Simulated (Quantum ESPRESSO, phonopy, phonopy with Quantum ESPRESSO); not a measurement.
# SiC (F-43m): phonons against volume, part 8 of 9

Aim: how the vibrations of SiC shift with volume, and the expansion that follows.

Quantum ESPRESSO 7.5; DFT LDA, scalar-relativistic, plane waves, GBRV ultrasoft pseudopotentials.

So far. Step 20 (Phonons, V/V0 1.03): The time given is that of the 2 pw.x runs on displaced cells behind this step. Step 21 (Self-consistent run, V/V0 0.97): The run ends at a pressure of 7.42 GPa.

## (22) Zone-centre response

In a polar crystal the Born charges and ε∞ give the long-range dipole term that a finite supercell misses. They are those of this k-mesh and were not tested on a denser one; where the gap is small they converge slowly, and the LO modes with them.

Contents of ph.in:

```
phonons
&inputph
   prefix = 'x'
   outdir = './tmp'
   fildyn = 'x.dyn'
   tr2_ph = 1.0d-18
   epsil = .true.
/
0.000000000 0.000000000 0.000000000
```

Contents of scf.in:

```
&control
   calculation = 'scf'
   prefix = 'x'
   outdir = './tmp'
   pseudo_dir = './pseudo'
   tprnfor = .true.
   tstress = .true.
/
&system
   ibrav = 0
   nat = 2
   ntyp = 2
   ecutwfc = 34.0
   ecutrho = 204.0
   occupations = 'fixed'
   nbnd = 6
/
&electrons
   conv_thr = 1.0d-12
   mixing_beta = 0.7
   electron_maxstep = 100
/
ATOMIC_SPECIES
 Si     28.0850  Si.upf
 C      12.0110  C.upf
CELL_PARAMETERS angstrom
     0.000000000    2.142364569    2.142364569
     2.142364569    0.000000000    2.142364569
     2.142364569    2.142364569    0.000000000
ATOMIC_POSITIONS crystal
 Si     0.000000000   0.000000000   0.000000000
 C      0.250000000   0.250000000   0.250000000
K_POINTS automatic
 12 12 12 0 0 0
```

Started as:

```bash
$ OMP_NUM_THREADS=1 mpirun -n 8 ph.x -nk 8 -in ph.in > ph.out
```

Output:

```text
[banner, memory and clock lines left out]
Program PHONON v.7.5

     ./tmp/x.save/

     IMPORTANT: XC functional enforced from input :
     Exchange-correlation= PZ
                           (   1   1   0   0   0   0   0)
     Any further DFT definition will be discarded
     Please, verify this is what you really want

     G-vector sticks info

     Reading collected, re-writing distributed wavefunctions in ./tmp/

     Number and degeneracy of irreps per q-point
       N         xq(1)         xq(2)         xq(3)   N irreps
[...]
freq (    1) =      -0.134952 [THz] =      -4.501518 [cm-1]
     freq (    2) =      -0.134952 [THz] =      -4.501518 [cm-1]
     freq (    3) =      -0.134952 [THz] =      -4.501518 [cm-1]
     freq (    4) =      24.779870 [THz] =     826.567508 [cm-1]
     freq (    5) =      24.779870 [THz] =     826.567508 [cm-1]
     freq (    6) =      24.779870 [THz] =     826.567508 [cm-1]
 **************************************************************************

     Mode symmetry, T_d (-43m)  point group:

     freq (   1-   3) =         -4.5  [cm-1]   --> T_2  G_15 P_4   I+R
     freq (   4-   6) =        826.6  [cm-1]   --> T_2  G_15 P_4   I+R
```

The job ended after 12 s (8 MPI ranks of Arm Neoverse V1, shared host; 92 s of CPU time).

The Born charges sum to zero within 0.0056 e; the rest is removed before use. Acoustic frequencies in this log differ from zero by the error of the sum rule, which ph.x does not impose.

## (23) A displaced supercell

One atom (for the harmonic constants) or a pair of atoms (for the cubic ones) is moved by a few hundredths of an ångström; the forces on all atoms give a column of force constants. The threshold is tight because the forces are small.

System of this step: SiC. The cell holds 54 atoms: 27 Si and 27 C. Its edges and angles: a = 9.089 Å, b = 9.089 Å, c = 9.089 Å, α = 60.0°, β = 60.0°, γ = 60.0°. It derives from SiC, repeated 3×3×3.

Contents of disp-00001.in:

```
&control
   calculation = 'scf'
   prefix = 'x'
   outdir = './tmp'
   pseudo_dir = './pseudo'
   tprnfor = .true.
   disk_io = 'none'
/
&system
   ibrav = 0
   nat = 54
   ntyp = 2
   ecutwfc = 34.0
   ecutrho = 204.0
   occupations = 'fixed'
   nbnd = 110
/
&electrons
   conv_thr = 1.0d-11
   mixing_beta = 0.7
   electron_maxstep = 100
/
ATOMIC_SPECIES
 Si     28.0850  Si.upf
 C      12.0110  C.upf
CELL_PARAMETERS angstrom
     0.000000000    6.427093707    6.427093707
     6.427093707    0.000000000    6.427093707
     6.427093707    6.427093707    0.000000000
ATOMIC_POSITIONS crystal
 Si     0.002200394   0.000000000   0.000000000
 Si     0.333333333   0.000000000   0.000000000
 Si     0.666666667   0.000000000   0.000000000
 Si     0.000000000   0.333333333   0.000000000
 Si     0.333333333   0.333333333   0.000000000
 Si     0.666666667   0.333333333   0.000000000
 Si     0.000000000   0.666666667   0.000000000
 Si     0.333333333   0.666666667   0.000000000
 Si     0.666666667   0.666666667   0.000000000
 Si     0.000000000   0.000000000   0.333333333
 Si     0.333333333   0.000000000   0.333333333
 Si     0.666666667   0.000000000   0.333333333
 Si     0.000000000   0.333333333   0.333333333
 Si     0.333333333   0.333333333   0.333333333
 Si     0.666666667   0.333333333   0.333333333
 Si     0.000000000   0.666666667   0.333333333
 Si     0.333333333   0.666666667   0.333333333
 Si     0.666666667   0.666666667   0.333333333
 Si     0.000000000   0.000000000   0.666666667
 Si     0.333333333   0.000000000   0.666666667
 Si     0.666666667   0.000000000   0.666666667
 Si     0.000000000   0.333333333   0.666666667
 Si     0.333333333   0.333333333   0.666666667
 Si     0.666666667   0.333333333   0.666666667
 Si     0.000000000   0.666666667   0.666666667
 Si     0.333333333   0.666666667   0.666666667
 Si     0.666666667   0.666666667   0.666666667
 C      0.083333333   0.083333333   0.083333333
 C      0.416666667   0.083333333   0.083333333
 C      0.750000000   0.083333333   0.083333333
 C      0.083333333   0.416666667   0.083333333
 C      0.416666667   0.416666667   0.083333333
 C      0.750000000   0.416666667   0.083333333
 C      0.083333333   0.750000000   0.083333333
 C      0.416666667   0.750000000   0.083333333
 C      0.750000000   0.750000000   0.083333333
 C      0.083333333   0.083333333   0.416666667
 C      0.416666667   0.083333333   0.416666667
 C      0.750000000   0.083333333   0.416666667
 C      0.083333333   0.416666667   0.416666667
 C      0.416666667   0.416666667   0.416666667
 C      0.750000000   0.416666667   0.416666667
 C      0.083333333   0.750000000   0.416666667
 C      0.416666667   0.750000000   0.416666667
 C      0.750000000   0.750000000   0.416666667
 C      0.083333333   0.083333333   0.750000000
 C      0.416666667   0.083333333   0.750000000
 C      0.750000000   0.083333333   0.750000000
 C      0.083333333   0.416666667   0.750000000
 C      0.416666667   0.416666667   0.750000000
 C      0.750000000   0.416666667   0.750000000
 C      0.083333333   0.750000000   0.750000000
 C      0.416666667   0.750000000   0.750000000
 C      0.750000000   0.750000000   0.750000000
K_POINTS automatic
 3 3 3 0 0 0
```

Started as:

```bash
$ OMP_NUM_THREADS=1 mpirun -n 4 pw.x -nk 4 -in disp-00001.in > disp-00001.out
```

Output:

```text
[banner, memory and clock lines left out]
Program PWSCF v.7.5

     Message from routine setup:
     using ibrav=0 with symmetry is DISCOURAGED, use correct ibrav instead

     G-vector sticks info

     bravais-lattice index     =            0
     lattice parameter (alat)  =      17.1763  a.u.
     unit-cell volume          =    3583.1954 (a.u.)^3
     number of atoms/cell      =           54
     number of atomic types    =            2
     number of electrons       =       216.00
[...]
atom    1 type  1   force =    -0.00053468   -0.01531058   -0.01531058
     atom    2 type  1   force =    -0.00027422    0.00157161    0.00157161
     atom    3 type  1   force =     0.00027982    0.00154135    0.00154135
[...]
atom   53 type  2   force =     0.00015417    0.00000935    0.00000935
     atom   54 type  2   force =     0.00000084   -0.00003463   -0.00003463

     Total force =     0.024925     Total SCF correction =     0.000001
     Message from routine punch:
     Nothing written, as per user request (disk_io='none')
[key lines of the parts left out:]
!    total energy              =    -572.36681779 Ry
convergence has been achieved in  15 iterations
```

It took 5.5 min on 4 MPI ranks; 22 min of CPU time.

## (24) Phonons, V/V0 0.97

This step: DFT LDA, scalar-relativistic, plane waves, GBRV ultrasoft pseudopotentials (phonopy with Quantum ESPRESSO 4.10.0 / 7.5).

It took 5.6 min on 8 threads.

No mode is imaginary beyond numerical noise along the path. The highest zone-centre mode (no LO–TO term) moved by +3.5 % for a volume change of -3.0 %.

The time given is that of the 2 pw.x runs on displaced cells behind this step.

## (25) Ground state at this cell, V/V0 1.05

A tight ground state at this cell gives the energy of this member; its pressure is the stress at this cutoff, which can carry an offset from the finite basis.

This step: DFT LDA, scalar-relativistic, plane waves, GBRV ultrasoft pseudopotentials (Quantum ESPRESSO 7.5).

System of this step: SiC. The structure is cubic, space group F-43m (No. 216). The conventional cell has a = 4.399 Å, b = 4.399 Å, c = 4.399 Å, α = 90.00°, β = 90.00°, γ = 90.00°. Nearest to Si lie 4 C at 1.91 Å. Nearest to C lie 4 Si at 1.91 Å. Farther neighbours are not listed.

Edit scf.in of step 22 so:

```diff
@@ -26,5 +26,5 @@
 CELL_PARAMETERS angstrom
-     0.000000000    2.142364569    2.142364569
-     2.142364569    0.000000000    2.142364569
-     2.142364569    2.142364569    0.000000000
+     0.000000000    2.199712379    2.199712379
+     2.199712379    0.000000000    2.199712379
+     2.199712379    2.199712379    0.000000000
 ATOMIC_POSITIONS crystal
```

Started as:

```bash
$ OMP_NUM_THREADS=1 mpirun -n 8 pw.x -nk 8 -in scf.in > scf.out
```

Output:

```text
[banner, memory and clock lines left out]
Program PWSCF v.7.5

     Message from routine setup:
     using ibrav=0 with symmetry is DISCOURAGED, use correct ibrav instead

     G-vector sticks info

     bravais-lattice index     =            0
     lattice parameter (alat)  =       5.8787  a.u.
     unit-cell volume          =     143.6562 (a.u.)^3
     number of atoms/cell      =            2
     number of atomic types    =            2
     number of electrons       =         8.00
[...]
atom    2 type  2   force =     0.00000000   -0.00000000    0.00000000

     Total force =     0.000000     Total SCF correction =     0.000000

     Computing stress (Cartesian axis) and pressure

          total   stress  (Ry/bohr**3)                   (kbar)     P=     -101.54
[...]
-0.00000000  -0.00069029  -0.00000000           -0.00     -101.54       -0.00
  -0.00000000  -0.00000000  -0.00069029           -0.00       -0.00     -101.54

     XML data file, charge density, pseudopotentials, collected wavefunctions
[key lines of the parts left out:]
!    total energy              =     -21.19748415 Ry
convergence has been achieved in  12 iterations
```

Elapsed: 1.8 s, on 8 MPI ranks.

The run ends at a pressure of -10.15 GPa.

## (26) Born charges and dielectric tensor

In a polar crystal the Born charges and ε∞ give the long-range dipole term that a finite supercell misses. They are those of this k-mesh and were not tested on a denser one; where the gap is small they converge slowly, and the LO modes with them.

ph.in is that of step 22.

scf.in is that of step 25.

Started as:

```bash
$ OMP_NUM_THREADS=1 mpirun -n 8 ph.x -nk 8 -in ph.in > ph.out
```

Output:

```text
[banner, memory and clock lines left out]
Program PHONON v.7.5

     ./tmp/x.save/

     IMPORTANT: XC functional enforced from input :
     Exchange-correlation= PZ
                           (   1   1   0   0   0   0   0)
     Any further DFT definition will be discarded
     Please, verify this is what you really want

     G-vector sticks info

     Reading collected, re-writing distributed wavefunctions in ./tmp/

     Number and degeneracy of irreps per q-point
       N         xq(1)         xq(2)         xq(3)   N irreps
[...]
freq (    1) =      -0.249016 [THz] =      -8.306278 [cm-1]
     freq (    2) =      -0.249016 [THz] =      -8.306278 [cm-1]
     freq (    3) =      -0.249016 [THz] =      -8.306278 [cm-1]
     freq (    4) =      22.653991 [THz] =     755.655799 [cm-1]
     freq (    5) =      22.653991 [THz] =     755.655799 [cm-1]
     freq (    6) =      22.653991 [THz] =     755.655799 [cm-1]
 **************************************************************************

     Mode symmetry, T_d (-43m)  point group:

     freq (   1-   3) =         -8.3  [cm-1]   --> T_2  G_15 P_4   I+R
     freq (   4-   6) =        755.7  [cm-1]   --> T_2  G_15 P_4   I+R
```

Elapsed: 12 s, on 8 MPI ranks.

The Born charges sum to zero within 0.0051 e; the rest is removed before use. Acoustic frequencies in this log differ from zero by the error of the sum rule, which ph.x does not impose.

## (27) A displaced supercell

One atom (for the harmonic constants) or a pair of atoms (for the cubic ones) is moved by a few hundredths of an ångström; the forces on all atoms give a column of force constants. The threshold is tight because the forces are small.

System of this step: SiC. The cell holds 54 atoms: 27 Si and 27 C. Its edges and angles: a = 9.333 Å, b = 9.333 Å, c = 9.333 Å, α = 60.0°, β = 60.0°, γ = 60.0°. It derives from SiC, repeated 3×3×3.

Edit disp-00001.in of step 23 so:

```diff
@@ -26,7 +26,7 @@
 CELL_PARAMETERS angstrom
-     0.000000000    6.427093707    6.427093707
-     6.427093707    0.000000000    6.427093707
-     6.427093707    6.427093707    0.000000000
+     0.000000000    6.599137138    6.599137138
+     6.599137138    0.000000000    6.599137138
+     6.599137138    6.599137138    0.000000000
 ATOMIC_POSITIONS crystal
- Si     0.002200394   0.000000000   0.000000000
+ Si     0.002143028   0.000000000   0.000000000
  Si     0.333333333   0.000000000   0.000000000
```

Started as:

```bash
$ OMP_NUM_THREADS=1 mpirun -n 4 pw.x -nk 4 -in disp-00001.in > disp-00001.out
```

Output:

```text
[banner, memory and clock lines left out]
Program PWSCF v.7.5

     Message from routine setup:
     using ibrav=0 with symmetry is DISCOURAGED, use correct ibrav instead

     G-vector sticks info

     bravais-lattice index     =            0
     lattice parameter (alat)  =      17.6360  a.u.
     unit-cell volume          =    3878.7167 (a.u.)^3
     number of atoms/cell      =           54
     number of atomic types    =            2
     number of electrons       =       216.00
[...]
atom    1 type  1   force =    -0.00041905   -0.01295192   -0.01295192
     atom    2 type  1   force =    -0.00026095    0.00141329    0.00141329
     atom    3 type  1   force =     0.00026660    0.00138487    0.00138487
[...]
atom   53 type  2   force =     0.00013737    0.00000768    0.00000768
     atom   54 type  2   force =     0.00000069   -0.00003252   -0.00003252

     Total force =     0.020842     Total SCF correction =     0.000004
     Message from routine punch:
     Nothing written, as per user request (disk_io='none')
[key lines of the parts left out:]
!    total energy              =    -572.33088561 Ry
convergence has been achieved in  15 iterations
```

It took 7 min on 4 MPI ranks; 28 min of CPU time.

## (28) Phonons, V/V0 1.05

This step: DFT LDA, scalar-relativistic, plane waves, GBRV ultrasoft pseudopotentials (phonopy with Quantum ESPRESSO 4.10.0 / 7.5).

The job ended after 7.4 min (8 threads; 58 min of CPU time).

No mode is imaginary beyond numerical noise along the path. The highest zone-centre mode (no LO–TO term) moved by -5.4 % for a volume change of +5.0 %.

The time given is that of the 2 pw.x runs on displaced cells behind this step.

## (29) Mode Grüneisen parameters

This step: DFT LDA, scalar-relativistic, plane waves, GBRV ultrasoft pseudopotentials (phonopy 4.10.0).

Numbers from this step:

| Property | Result |
| --- | --- |
| share of modes with a negative Grüneisen parameter | 0.054 |

Mean Grüneisen, by row:

```
T (K)  heat-capacity-weighted mean  root mean square
   50                        0.093             0.339
  100                        0.237             0.407
  200                        0.509             0.689
  300                        0.672             0.836
  500                        0.787             0.929
  800                        0.831             0.962
```

Table of mean mode Grueneisen parameter by wavenumber:

```csv
wavenumber (cm⁻¹),mean mode Grueneisen parameter
16,-
49,-0.141
114,-0.03
146,0.0722
211,0.101
243,0.111
276,0.125
340,0.296
373,0.392
405,0.52
470,0.87
502,0.922
567,0.912
600,0.89
632,0.833
697,-
730,-
762,1.34
827,-
859,1.18
924,1.08
956,1.07
```

(Continued in part 9 of 9.)

[Logs are printed without paths, hosts, clocks, repeated set-up lines and the standing remarks that a program may print on its own settings, such as how far it seeks lower states.]

[Hosts, paths, dates, database ids (printed as entryN), source tags and the programs' standing remarks are cut or masked in the printed files.]

[A step with changed settings may run another functional than the one named; its input shows which.]

[Of the runs on displaced cells, only some may be shown.]
